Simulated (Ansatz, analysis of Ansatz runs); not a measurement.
**Migration in MgB2C2 (Pnnm): Li_i hop between interstitial places, charge +1**

How high is the barrier when Li changes place in MgB2C2 (Pnnm)? The case: Li_i hop between interstitial places, charge +1, in a cell of 60 host atoms with 1 Li put in.

Method: plane-wave PAW DFT, PBEsol; nudged elastic band between two relaxed defect structures at fixed charge in a uniform background, in Ansatz 0.2.0.

## 1. Set-up

The cell holds 61 atoms: 12 Mg, 24 B, 24 C and 1 Li. Cell: a = 8.529 Å, b = 8.529 Å, c = 8.298 Å, α = 90.0°, β = 90.0°, γ = 65.6°. It derives from MgB2C2 (space group Pnnm). Nearest the centre at fractional (0.760, 0.217, 0.319): Li61 at 1.28 Å, B32 at 1.66 Å, B30 at 1.85 Å, C38 at 2.01 Å, Mg23 at 2.12 Å, C15 at 2.43 Å, C13 at 2.43 Å, C40 at 2.47 Å. The cell carries charge +1.

The cell's shortest repeat is 8.3 Å.

## 2. Relaxation of the start point, charge +1

A barrier is counted from a minimum, so both ends are relaxed first. Small random displacements break the symmetry of the ideal sites, so that the defect can distort if it gains by it. The charge of +1 is set by the electron count, and a uniform background keeps the cell neutral.

Contents of qp1.start/input.yaml:

```yaml
crystal:
  lattice:
    - [4.61704896, 7.1710112, 0.0]
    - [-4.61704896, 7.1710112, 0.0]
    - [0.0, 0.0, 8.29768848]
  atoms:
    - { symbol: Mg, position: [0.0, 0.5, 0.16666667] }
    - { symbol: Mg, position: [0.5, 0.0, 0.16666667] }
    - { symbol: Mg, position: [0.0, 0.0, 0.0] }
    - { symbol: Mg, position: [0.5, 0.5, 0.0] }
    - { symbol: B, position: [0.30686491, 0.42274145, 0.16666667] }
    - { symbol: B, position: [0.80686491, 0.92274145, 0.16666667] }
    - { symbol: B, position: [0.19313509, 0.07725855, 0.16666667] }
    - { symbol: B, position: [0.69313509, 0.57725855, 0.16666667] }
    - { symbol: B, position: [0.42274145, 0.80686491, 0.0] }
    - { symbol: B, position: [0.92274145, 0.30686491, 0.0] }
    - { symbol: B, position: [0.07725855, 0.69313509, 0.0] }
    - { symbol: B, position: [0.57725855, 0.19313509, 0.0] }
    - { symbol: C, position: [0.00257364, 0.21824658, 0.16666667] }
    - { symbol: C, position: [0.50257364, 0.71824658, 0.16666667] }
    - { symbol: C, position: [0.49742636, 0.28175342, 0.16666667] }
    - { symbol: C, position: [0.99742636, 0.78175342, 0.16666667] }
    - { symbol: C, position: [0.21824658, 0.50257364, 0.0] }
    - { symbol: C, position: [0.71824658, 0.00257364, 0.0] }
    - { symbol: C, position: [0.28175342, 0.99742636, 0.0] }
    - { symbol: C, position: [0.78175342, 0.49742636, 0.0] }
    - { symbol: Mg, position: [0.0, 0.5, 0.5] }
    - { symbol: Mg, position: [0.5, 0.0, 0.5] }
    - { symbol: Mg, position: [0.0, 0.0, 0.33333333] }
    - { symbol: Mg, position: [0.5, 0.5, 0.33333333] }
    - { symbol: B, position: [0.30686491, 0.42274145, 0.5] }
    - { symbol: B, position: [0.80686491, 0.92274145, 0.5] }
    - { symbol: B, position: [0.19313509, 0.07725855, 0.5] }
    - { symbol: B, position: [0.69313509, 0.57725855, 0.5] }
    - { symbol: B, position: [0.42274145, 0.80686491, 0.33333333] }
    - { symbol: B, position: [0.92274145, 0.30686491, 0.33333333] }
    - { symbol: B, position: [0.07725855, 0.69313509, 0.33333333] }
    - { symbol: B, position: [0.57725855, 0.19313509, 0.33333333] }
    - { symbol: C, position: [0.00257364, 0.21824658, 0.5] }
    - { symbol: C, position: [0.50257364, 0.71824658, 0.5] }
    - { symbol: C, position: [0.49742636, 0.28175342, 0.5] }
    - { symbol: C, position: [0.99742636, 0.78175342, 0.5] }
    - { symbol: C, position: [0.21824658, 0.50257364, 0.33333333] }
    - { symbol: C, position: [0.71824658, 0.00257364, 0.33333333] }
    - { symbol: C, position: [0.28175342, 0.99742636, 0.33333333] }
    - { symbol: C, position: [0.78175342, 0.49742636, 0.33333333] }
    - { symbol: Mg, position: [0.0, 0.5, 0.83333333] }
    - { symbol: Mg, position: [0.5, 0.0, 0.83333333] }
    - { symbol: Mg, position: [0.0, 0.0, 0.66666667] }
    - { symbol: Mg, position: [0.5, 0.5, 0.66666667] }
    - { symbol: B, position: [0.30686491, 0.42274145, 0.83333333] }
    - { symbol: B, position: [0.80686491, 0.92274145, 0.83333333] }
    - { symbol: B, position: [0.19313509, 0.07725855, 0.83333333] }
    - { symbol: B, position: [0.69313509, 0.57725855, 0.83333333] }
    - { symbol: B, position: [0.42274145, 0.80686491, 0.66666667] }
    - { symbol: B, position: [0.92274145, 0.30686491, 0.66666667] }
    - { symbol: B, position: [0.07725855, 0.69313509, 0.66666667] }
    - { symbol: B, position: [0.57725855, 0.19313509, 0.66666667] }
    - { symbol: C, position: [0.00257364, 0.21824658, 0.83333333] }
    - { symbol: C, position: [0.50257364, 0.71824658, 0.83333333] }
    - { symbol: C, position: [0.49742636, 0.28175342, 0.83333333] }
    - { symbol: C, position: [0.99742636, 0.78175342, 0.83333333] }
    - { symbol: C, position: [0.21824658, 0.50257364, 0.66666667] }
    - { symbol: C, position: [0.71824658, 0.00257364, 0.66666667] }
    - { symbol: C, position: [0.28175342, 0.99742636, 0.66666667] }
    - { symbol: C, position: [0.78175342, 0.49742636, 0.66666667] }
    - { symbol: Li, position: [0.769781, 0.184633, 0.167734] }
total_charge: 1
basis:
  ecutwfc: 420
  xc_grid: 2
hamiltonian:
  xc: pbesol
kpoints:
  mp_grid: { grid: [1, 1, 1] }
scf:
  occupations: { method: fixed }
  max_iter: 100
output:
  forces: true
relax:
  f_tol: 0.02
  max_steps: 70
  random_displacement: { amplitude: 0.03, seed: 9350 }
```

On the command line:

```bash
ansatz run input.yaml --threads 4 --pin off --max-ram 7536MiB --backend cpu --events-out ev --progress --plain --runs-dir out
```

Numbers of over 12 decimals in the logs are rounded to 6 here.

Log:

```text
[... repeated set-up lines and file paths are left out, and long positions are rounded to six places ...]
The last accepted step is kept in <dir> (removed where the run ends without a failure and the disk answers)
Engine: ansatz 0.2.0, aarch64-unknown-linux-gnu
Pseudopotentials: kind: paw
Pseudopotential: Mg, paw, valence charge 10, recommended cutoff 420 eV (normal), Mg.paw.azcp
Pseudopotential: B, paw, valence charge 3, recommended cutoff 420 eV (normal), B.paw.azcp
Pseudopotential: C, paw, valence charge 4, recommended cutoff 420 eV (normal), C.paw.azcp
Pseudopotential: Li, paw, valence charge 3, recommended cutoff 420 eV (normal), Li.paw.azcp
Functional definition: PBEsol
  exchange = pbesol_x
  correlation = pbesol_c
Crystal: 61 atoms, lattice volume = 549.455 Å³
Basis set: ecut = 420 eV, 10723 PW (Γ), exchange–correlation on 120×120×120 points (8 copies of the dense FFT grid, shifted against one another)
Bands: 206, of which v1, the nominal top of the filled ones, is band 145 counted from 1 (144 counted from 0)
Symmetry: 1 space group operations
k-points: 1
Non-local potential: Mg, projectors of the file, l = 0: 3, l = 1: 2, l = 2: 1
Non-local potential: B, projectors of the file, l = 0: 2, l = 1: 2, l = 2: 1
Non-local potential: C, projectors of the file, l = 0: 2, l = 1: 2, l = 2: 1
Non-local potential: Li, projectors of the file, l = 0: 3, l = 1: 2, l = 2: 1
PAW form: soft (Blöchl's): semilocal exchange-correlation on the pseudo side does not see the compensation charge
PAW frozen core: Mg, regenerated for the run's functional, and the local potential with it (the file was generated under x = pbe(κ = 0.804, μ = 0.219515), c = pbe(β = 0.066725))
PAW frozen core: B, regenerated for the run's functional, and the local potential with it (the file was generated under x = pbe(κ = 0.804, μ = 0.219515), c = pbe(β = 0.066725))
PAW frozen core: C, regenerated for the run's functional, and the local potential with it (the file was generated under x = pbe(κ = 0.804, μ = 0.219515), c = pbe(β = 0.066725))
PAW one-centre angular grid: Mg, 110 points (default); XC on 64 Gauss nodes
PAW one-centre angular grid: B, 110 points (default); XC on 64 Gauss nodes
PAW one-centre angular grid: C, 110 points (default); XC on 64 Gauss nodes
PAW one-centre angular grid: Li, 110 points (default); XC on 64 Gauss nodes
Initial density: superposition of atomic densities (neutral atoms scaled as one to the charged cell's electrons: chi_scale 0, normalization atom), corrected by the library's trained network
Initial wavefunctions: pseudopotential atomic-orbital guess
Functional: x = pbesol(κ = 0.804, μ = 0.123457), c = pbesol(β = 0.046)
SCF iter   1: F=—  HF=-32749.501753 eV  |F-HF|=—  |Δ(HF+E_count)|=         —  Δρ=1.06e-2  dr2=5.90e-1  ethr=1.77e-3  ⟨swp⟩=5.0  Hψ=634  notcnv=0  defer=59
preconditioner: auto → Resta (q_TF=auto, 2.453 Å⁻¹)  ε∞=4.2  [insulator: Δε(μ)=1.176 eV  Ē_g=12.308 eV  n_scr=148 (ndim 8)  ℏωp=22.0 eV  f_vac=0.004  ε∞_Penn≈4.2]
SCF iter   2: F=—  HF=-32749.365544 eV  |F-HF|=—  |Δ(HF+E_count)|=   1.36e-1  Δρ=5.80e-3  dr2=1.84e-1  ethr=2.03e-4  ⟨swp⟩=2.0  Hψ=216  notcnv=0  defer=59
SCF iter   3: F=—  HF=-32749.304141 eV  |F-HF|=—  |Δ(HF+E_count)|=   6.14e-2  Δρ=9.08e-4  dr2=6.63e-3  ethr=6.35e-5  ⟨swp⟩=2.0  Hψ=225  notcnv=0  defer=39
automatic band count: iteration 3 solves 186 bands in place of 206: the levels show a gap, and the empty bands left out lie too high to hold charge; the band table lists the bands solved (type scf.n_extra_bands for more)
SCF iter   4: F=—  HF=-32749.303150 eV  |F-HF|=—  |Δ(HF+E_count)|=   9.91e-4  Δρ=3.03e-4  dr2=4.42e-4  ethr=2.29e-6  ⟨swp⟩=2.0  Hψ=249  notcnv=0  defer=39
SCF iter   5: F=—  HF=-32749.303119 eV  |F-HF|=—  |Δ(HF+E_count)|=   3.08e-5  Δρ=9.06e-5  dr2=3.18e-5  ethr=1.53e-7  ⟨swp⟩=2.0  Hψ=283  notcnv=0  defer=39
SCF iter   6: F=-32749.303119 eV  HF=-32749.303119 eV  |F-HF|=1.58e-7  |Δ(HF+E_count)|=   5.19e-7  Δρ=1.68e-5  dr2=1.87e-6  ethr=3.45e-9  ⟨swp⟩=4.0  Hψ=536  notcnv=0
SCF 1 converged in 6 iterations: F = -32749.303119 eV  dr2 = 1.87e-6
  greatest PAW one-centre occupation: 1.000 electrons in one spin orbital (limit 2), on the Li atom at site 60 (counted from 0), in its partial waves of l = 0
relax step   1: F+E_penalty+E_count = -32749.30311883 eV  Δ(F+E_penalty+E_count) = +0.000e0 eV  max|allowed force component| = 1.796e0 eV/Å  Δτ_max = 0.0000 Å  (6 SCF iters, dr2 threshold 1.00e-5 eV, accepted)
[... the SCF cycles and remarks between the steps are left out from here to the last step ...]
relax step   2: F+E_penalty+E_count = -32750.38124058 eV  Δ(F+E_penalty+E_count) = -1.078e0 eV  max|allowed force component| = 9.255e-1 eV/Å  Δτ_max = 0.1013 Å  (5 SCF iters, dr2 threshold 1.00e-4 eV, accepted)
relax step   3: F+E_penalty+E_count = -32750.74156697 eV  Δ(F+E_penalty+E_count) = -3.603e-1 eV  max|allowed force component| = 2.938e-1 eV/Å  Δτ_max = 0.2000 Å  (5 SCF iters, dr2 threshold 5.35e-5 eV, accepted)
relax step   4: F+E_penalty+E_count = -32750.82814701 eV  Δ(F+E_penalty+E_count) = -8.658e-2 eV  max|allowed force component| = 1.473e-1 eV/Å  Δτ_max = 0.2000 Å  (6 SCF iters, dr2 threshold 8.69e-6 eV, accepted)
relax step   5: F+E_penalty+E_count = -32750.83513969 eV  Δ(F+E_penalty+E_count) = -6.993e-3 eV  max|allowed force component| = 2.783e-2 eV/Å  Δτ_max = 0.0292 Å  (5 SCF iters, dr2 threshold 2.18e-6 eV, accepted)
SCF iter   1: F=—  HF=-32750.836026 eV  |F-HF|=—  |Δ(HF+E_count)|=         —  Δρ=6.96e-4  dr2=2.06e-3  ethr=8.09e-6  ⟨swp⟩=4.0  Hψ=328  notcnv=0  defer=39
automatic band count: iteration 1 solves 186 bands in place of 206: the levels show a gap, and the empty bands left out lie too high to hold charge; the band table lists the bands solved (type scf.n_extra_bands for more)
SCF iter   2: F=—  HF=-32750.835536 eV  |F-HF|=—  |Δ(HF+E_count)|=   4.90e-4  Δρ=3.53e-4  dr2=4.33e-4  ethr=7.11e-7  ⟨swp⟩=2.0  Hψ=195  notcnv=0  defer=38
SCF iter   3: F=—  HF=-32750.835429 eV  |F-HF|=—  |Δ(HF+E_count)|=   1.07e-4  Δρ=4.34e-5  dr2=7.54e-6  ethr=1.49e-7  ⟨swp⟩=2.0  Hψ=241  notcnv=0  defer=37
SCF iter   4: F=—  HF=-32750.835584 eV  |F-HF|=—  |Δ(HF+E_count)|=   1.54e-4  Δρ=1.24e-5  dr2=7.67e-7  ethr=2.60e-9  ⟨swp⟩=2.0  Hψ=275  notcnv=0  defer=35
SCF iter   5: F=-32750.835584 eV  HF=-32750.835584 eV  |F-HF|=1.10e-8  |Δ(HF+E_count)|=   3.37e-8  Δρ=3.20e-6  dr2=6.31e-8  ethr=3.45e-11  ⟨swp⟩=4.0  Hψ=610  notcnv=0
SCF 6 converged in 5 iterations: F = -32750.835584 eV  dr2 = 6.31e-8
relax step   6: F+E_penalty+E_count = -32750.83558384 eV  Δ(F+E_penalty+E_count) = -4.442e-4 eV  max|allowed force component| = 6.342e-3 eV/Å  Δτ_max = 0.0054 Å  (5 SCF iters, accepted)
SCF converged after 5 iterations
Free energy (F): -32750.835584 eV
Harris-Foulkes:  -32750.835584 eV  (|F-HF|=1.10e-8)
Internal energy: -32750.835584 eV  (E = F + TS)
E sigma→0 (E₀):  -32750.835584 eV
Fermi energy:    8.249850 eV
--- Per-component energies (eV) ---
  E_band       = -3690.208657
  E_kinetic    = 4297.812555
  E_local      = -22631.807666  (includes V_loc(G=0)·N_el)
  E_nonlocal   = 2041.749566
  E_hartree    = 7981.729927
  E_xc         = -2283.534540
  E_vxc        = -2820.110406  (∫ρ·V_xc dr)
  E_paw        = -7484.471581  (= ΣΔE_a)
  E_vpaw       = -541.313144  (= ΣTr[D̂ρ^β])
  E_aug_tail   = 0.000147  (compensation charges beyond the density's cutoff)
  E_ewald      = -14673.879815
  E_core_change = 1.565822  (= ΣΔE_core)
  E_smearing   = -0.000000  (= −TS)
  E_closure    = -0.000000  (closes the sum)
  E_deformation_potential = 16.899714  (in the stress; not in F)
  Σ components = -32750.835584   (vs F -32750.835584, Δ=0.00e0)
--- Forces (eV/Å), atoms counted from 1 ---
  atom   1  Mg     0.00091281     0.00159294     0.00025308
  atom   2  Mg    -0.00076235    -0.00141861     0.00028090
  [... 10 atoms left out ...]
  atom  13  C      0.00416094     0.00033547    -0.00044049
  [... 1 atom left out ...]
  atom  15  C     -0.00467287    -0.00041838     0.00015192
  [... 7 atoms left out ...]
  atom  23  Mg     0.00037417     0.00324503     0.00220898
  atom  24  Mg     0.00003749    -0.00361637     0.00199229
  [... 5 atoms left out ...]
  atom  30  B      0.00259972    -0.00199904    -0.00360587
  [... 1 atom left out ...]
  atom  32  B     -0.00213638     0.00233816    -0.00322008
  [... 2 atoms left out ...]
  atom  35  C      0.00070029     0.00364104     0.00068974
  [... 2 atoms left out ...]
  atom  38  C      0.00463601    -0.00634190     0.00244706
  [... 1 atom left out ...]
  atom  40  C     -0.00529198     0.00576622     0.00243557
  [... 20 atoms left out ...]
  atom  61  Li     0.00083368     0.00055035     0.00059791
  max |Σ_I F_I| component: 1.97e-5 eV/Å
--- Relaxed structure (6 steps of the walk, 6 accepted, 0 SCFs on fresh bases) ---
  F+E_penalty+E_count = -32750.83558384 eV   max|allowed force component| = 6.342e-3 eV/Å
  atoms:
    - { symbol: Mg, position: [-0.007247, 0.502532, 0.166683] }
    - { symbol: Mg, position: [0.508128, -0.004504, 0.166681] }
    [... 10 atoms left out ...]
    - { symbol: C, position: [0.011185, 0.210492, 0.166687] }
    [... 1 atom left out ...]
    - { symbol: C, position: [0.489699, 0.287531, 0.166684] }
    [... 7 atoms left out ...]
    - { symbol: Mg, position: [0.023037, -0.014087, 0.335638] }
    - { symbol: Mg, position: [0.477826, 0.512132, 0.335643] }
    [... 5 atoms left out ...]
    - { symbol: B, position: [0.934328, 0.298141, 0.335315] }
    [... 1 atom left out ...]
    - { symbol: B, position: [0.566552, 0.199884, 0.335311] }
    [... 2 atoms left out ...]
    - { symbol: C, position: [0.488612, 0.284995, 0.500693] }
    [... 2 atoms left out ...]
    - { symbol: C, position: [0.720623, 0.014421, 0.332812] }
    [... 1 atom left out ...]
    - { symbol: C, position: [0.780265, 0.483604, 0.332813] }
    [... 20 atoms left out ...]
    - { symbol: Li, position: [0.750427, 0.249027, 0.166649] }
```

The job ended after 12 s (4 threads of Arm Neoverse V1, shared host; peak memory 0.65 GiB; 44 s of CPU time).

The steps of the relaxation:

| step | energy less that of the first step (eV) | largest force component (eV/Å) |
| --- | --- | --- |
| 1 | 0.0000 | 1.7963 |
| 2 | -1.0781 | 0.9255 |
| 3 | -1.4384 | 0.2938 |
| 4 | -1.5250 | 0.1472 |
| 5 | -1.5320 | 0.0278 |
| 6 | -1.5325 | 0.0063 |

The atoms that moved most (Å, from the sites as typed, ahead of the random displacement):

| atom | dx | dy | dz | length |
| --- | --- | --- | --- | --- |
| Li61 | -0.387 | 0.322 | -0.009 | 0.503 |
| Mg3 | 0.171 | 0.063 | -0.019 | 0.184 |
| Mg23 | 0.171 | 0.063 | 0.019 | 0.183 |
| Mg24 | -0.159 | -0.073 | 0.019 | 0.176 |
| Mg4 | -0.158 | -0.073 | -0.019 | 0.176 |
| C40 | 0.057 | -0.111 | -0.004 | 0.125 |
| C20 | 0.057 | -0.111 | 0.005 | 0.125 |
| B8 | 0.058 | -0.109 | 0.000 | 0.123 |

Neighbours of Li61 at the end:

| atom | distance (Å) |
| --- | --- |
| C15 | 2.109 |
| C13 | 2.109 |
| B12 | 2.266 |
| B10 | 2.267 |
| B32 | 2.267 |
| B30 | 2.267 |
| B8 | 2.517 |
| B6 | 2.517 |
| C20 | 2.528 |
| C18 | 2.528 |
| C40 | 2.528 |
| C38 | 2.528 |

This step gave:

```yaml
free_energy: -32750.8356 eV
largest_move_from_the_ideal_geometry_of_this_structure_a_common_shift_of_the_far_atoms_taken_out: 0.5189 Å
```

The relaxation gained 1.532 eV and ended with a largest force component of 0.0063 eV/Å.

## 3. Relaxation of the end point, charge +1

The end point is relaxed in the same cell and settings, so that the two energies compare.

Contents of qp1.end/input.yaml:

```yaml
crystal:
  lattice:
    - [4.61704896, 7.1710112, 0.0]
    - [-4.61704896, 7.1710112, 0.0]
    - [0.0, 0.0, 8.29768848]
  atoms:
    - { symbol: Mg, position: [0.0, 0.5, 0.16666667] }
    - { symbol: Mg, position: [0.5, 0.0, 0.16666667] }
[... 3 atom lines left out ...]
    - { symbol: B, position: [0.80686491, 0.92274145, 0.16666667] }
[... 6 atom lines left out ...]
    - { symbol: C, position: [0.00257364, 0.21824658, 0.16666667] }
[... 1 atom line left out ...]
    - { symbol: C, position: [0.49742636, 0.28175342, 0.16666667] }
[... 7 atom lines left out ...]
    - { symbol: Mg, position: [0.0, 0.0, 0.33333333] }
    - { symbol: Mg, position: [0.5, 0.5, 0.33333333] }
[... 5 atom lines left out ...]
    - { symbol: B, position: [0.92274145, 0.30686491, 0.33333333] }
[... 1 atom line left out ...]
    - { symbol: B, position: [0.57725855, 0.19313509, 0.33333333] }
    - { symbol: C, position: [0.00257364, 0.21824658, 0.5] }
[... 1 atom line left out ...]
    - { symbol: C, position: [0.49742636, 0.28175342, 0.5] }
[... 2 atom lines left out ...]
    - { symbol: C, position: [0.71824658, 0.00257364, 0.33333333] }
[... 1 atom line left out ...]
    - { symbol: C, position: [0.78175342, 0.49742636, 0.33333333] }
[... 20 atom lines left out ...]
    - { symbol: Li, position: [0.75, 0.25, 0.4703] }
total_charge: 1
basis:
  ecutwfc: 420
  xc_grid: 2
hamiltonian:
  xc: pbesol
kpoints:
  mp_grid: { grid: [1, 1, 1] }
scf:
  occupations: { method: fixed }
  max_iter: 100
output:
  forces: true
relax:
  f_tol: 0.02
  max_steps: 70
  random_displacement: { amplitude: 0.03, seed: 9350 }
```

Log:

```text
[...]
Crystal: 61 atoms, lattice volume = 549.455 Å³
Basis set: ecut = 420 eV, 10723 PW (Γ), exchange–correlation on 120×120×120 points (8 copies of the dense FFT grid, shifted against one another)
Bands: 206, of which v1, the nominal top of the filled ones, is band 145 counted from 1 (144 counted from 0)
Symmetry: 1 space group operations
k-points: 1
[...]
SCF iter   1: F=—  HF=-32749.779737 eV  |F-HF|=—  |Δ(HF+E_count)|=         —  Δρ=1.07e-2  dr2=5.71e-1  ethr=1.77e-3  ⟨swp⟩=5.0  Hψ=680  notcnv=0  defer=59
[...]
SCF iter   6: F=-32749.582228 eV  HF=-32749.582228 eV  |F-HF|=3.06e-7  |Δ(HF+E_count)|=   4.46e-7  Δρ=1.64e-5  dr2=1.75e-6  ethr=3.45e-9  ⟨swp⟩=4.0  Hψ=533  notcnv=0
SCF 1 converged in 6 iterations: F = -32749.582228 eV  dr2 = 1.75e-6
[...]
--- Relaxed structure (5 steps of the walk, 5 accepted, 0 SCFs on fresh bases) ---
  F+E_penalty+E_count = -32750.83558916 eV   max|allowed force component| = 6.384e-3 eV/Å
  atoms:
    - { symbol: Mg, position: [-0.006254, 0.502349, 0.165352] }
    - { symbol: Mg, position: [0.506526, -0.002263, 0.165347] }
    [... 10 atoms left out ...]
    - { symbol: C, position: [0.011853, 0.214029, 0.165517] }
    [... 1 atom left out ...]
    - { symbol: C, position: [0.488388, 0.286154, 0.165504] }
    [... 7 atoms left out ...]
    - { symbol: Mg, position: [0.022536, -0.012915, 0.330546] }
    - { symbol: Mg, position: [0.477664, 0.513156, 0.330543] }
    [... 5 atoms left out ...]
    - { symbol: B, position: [0.933994, 0.299178, 0.330904] }
    [... 1 atom left out ...]
    - { symbol: B, position: [0.566236, 0.200995, 0.330890] }
    [... 2 atoms left out ...]
    - { symbol: C, position: [0.489417, 0.288679, 0.499509] }
    [... 2 atoms left out ...]
    - { symbol: C, position: [0.720215, 0.015419, 0.333383] }
    [... 1 atom left out ...]
    - { symbol: C, position: [0.780034, 0.484774, 0.333371] }
    [... 20 atoms left out ...]
    - { symbol: Li, position: [0.750100, 0.250042, 0.499526] }
[key lines of the parts left out:]
SCF converged after 5 iterations
Free energy (F): -32750.835589 eV
Fermi energy:    8.250181 eV
```

It took 10 s on 4 threads; peak memory 0.65 GiB; 37 s of CPU time.

The steps of the relaxation:

| step | energy less that of the first step (eV) | largest force component (eV/Å) |
| --- | --- | --- |
| 1 | 0.0000 | 1.7178 |
| 2 | -0.9234 | 0.8958 |
| 3 | -1.2262 | 0.1826 |
| 4 | -1.2527 | 0.0352 |
| 5 | -1.2534 | 0.0064 |

The atoms that moved most (Å, from the sites as typed, ahead of the random displacement):

| atom | dx | dy | dz | length |
| --- | --- | --- | --- | --- |
| Li61 | 0.000 | 0.000 | 0.243 | 0.243 |
| Mg24 | -0.164 | -0.067 | -0.023 | 0.179 |
| Mg23 | 0.164 | 0.068 | -0.023 | 0.178 |
| Mg43 | 0.164 | 0.068 | 0.015 | 0.178 |
| Mg44 | -0.164 | -0.067 | 0.015 | 0.178 |
| C60 | 0.050 | -0.105 | -0.008 | 0.117 |
| C58 | -0.050 | 0.105 | -0.008 | 0.116 |
| C38 | -0.050 | 0.105 | 0.000 | 0.116 |

Neighbours of Li61 at the end:

| atom | distance (Å) |
| --- | --- |
| C35 | 2.108 |
| C33 | 2.109 |
| B52 | 2.266 |
| B32 | 2.266 |
| B50 | 2.266 |
| B30 | 2.267 |
| B26 | 2.517 |
| B28 | 2.517 |
| C38 | 2.528 |
| C58 | 2.528 |
| C60 | 2.529 |
| C40 | 2.529 |

Read from the output:

```yaml
free_energy: -32750.8356 eV
largest_move_from_the_ideal_geometry_of_this_structure_a_common_shift_of_the_far_atoms_taken_out: 0.2466 Å
```

The relaxation gained 1.253 eV and ended with a largest force component of 0.0064 eV/Å. The end lies within 1 meV of the start.

(Continued in part 2 of 3.)

[Logs are printed without paths, hosts, clocks, repeated set-up lines and the standing remarks that a program may print on its own settings, such as how far it seeks lower states.]

[Hosts, paths, dates, database ids (printed as entryN), source tags and the programs' standing remarks are cut or masked in the printed files.]
